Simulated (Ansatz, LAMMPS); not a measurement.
# Static equation of state of glassy 62GeO2-38BaO (mol %) (76 atoms)

Density of this cell: 4.39 g/cm³. The cell holds 76 atoms: 18 Ge, 11 Ba and 47 O. Its edges and angles: a = 10.592 Å, b = 11.024 Å, c = 11.553 Å, α = 90.4°, β = 90.3°, γ = 90.2°. The starting structure: 76 atoms (18 Ge, 11 Ba, 47 O) placed at random at 4.59 g/cm³, melted at 4000 K for 10 ps at fixed volume with the Morse and Coulomb pair potential with partial charges (Pedone, Malavasi, Menziani, Cormack and Segre, J. Phys. Chem. B 110, 11780 (2006)). Quenched from 4000 K to 300 K at 20 K/ps and fixed volume, held 10 ps at zero pressure, then minimised at fixed cell.

Calculated with Ansatz 0.2.0: Kohn-Sham DFT, revPBE, PAW (set soft_2), plane waves; cutoff 420 eV, Γ point, gaussian smearing of 0.025 eV. Cell and atoms were relaxed first, to V0 = 17.749 Å³ an atom at a residual P0 = 0.007 GPa. The cell was then scaled evenly, and the atoms were relaxed at each volume.

| volume (Å³/atom) | pressure (GPa) |
| --- | --- |
| 15.974 | ? |
| 16.684 | 1.901 |
| 17.217 | 1.063 |
| 18.282 | -0.9796 |
| 18.814 | -1.842 |

Task: Fit the third-order Birch–Murnaghan equation to the rows given and extrapolate to the withheld row.

**Working.**

Take the Eulerian strain f = ½[(V0/V)^(2/3) − 1] and the normalised pressure F = (P − P0) / [3f(1 + 2f)^(5/2)]. The third-order Birch–Murnaghan equation is then the line F = B0 + (3/2)B0(B′ − 4) f, so u = f and v = F.

| u = f | v = F (GPa) |
| --- | --- |
| 0.0210566 | 27.0447 |
| 0.0102568 | 32.6353 |
| -0.00975632 | 35.3994 |
| -0.0190505 | 35.6392 |

With n = 4: mean u = 6.2667e-4, mean v = 32.6796, Σ(u − ū)² = 0.0010051, Σ(u − ū)(v − v̄) = -0.20202. Slope b = -0.20202 / 0.0010051 = -201.00; intercept a = v̄ − b ū = 32.806.

So B0 = a = 32.8 GPa and B′ = 4 + 2b/(3a) = -0.0846. At the withheld volume f = 0.03638, F = a + b f = 25.49 GPa, and P = P0 + 3f(1 + 2f)^(5/2) F.

Prediction at 15.974: 3.323 GPa. The run gave 4.189 GPa, so the fit is low by 0.87 GPa (21 % of the value).

The series isn't one smooth equation of state: even a line fitted to all rows, the withheld one included, misses F by up to 15.2 %, the count of bonds changes along the series and an atom moves over 0.5 Å in some relaxation. B0 and B′ are then only the numbers of this fit, not moduli of the material. Among the rows given, the largest miss of the fit is at 16.684, by 0.11 GPa (1.8 % of the range of the table).

Limits: Static cells at zero temperature; the cell shape is held. The program notes that the SCF threshold of these relaxations is loose for the stress. The quench rate of 20 K/ps is many orders above laboratory rates, so the cell is likely richer in defects and strain than a real sample. The network of bonds at the start is that of the classical potential that made the cell, and needn't be the one that DFT or experiment would give. Only the Γ point is sampled, in a cell whose shortest periodic width is 11 Å.

[Hosts, paths, dates, database ids (printed as entryN), source tags and the programs' standing remarks are cut or masked in the printed files.]
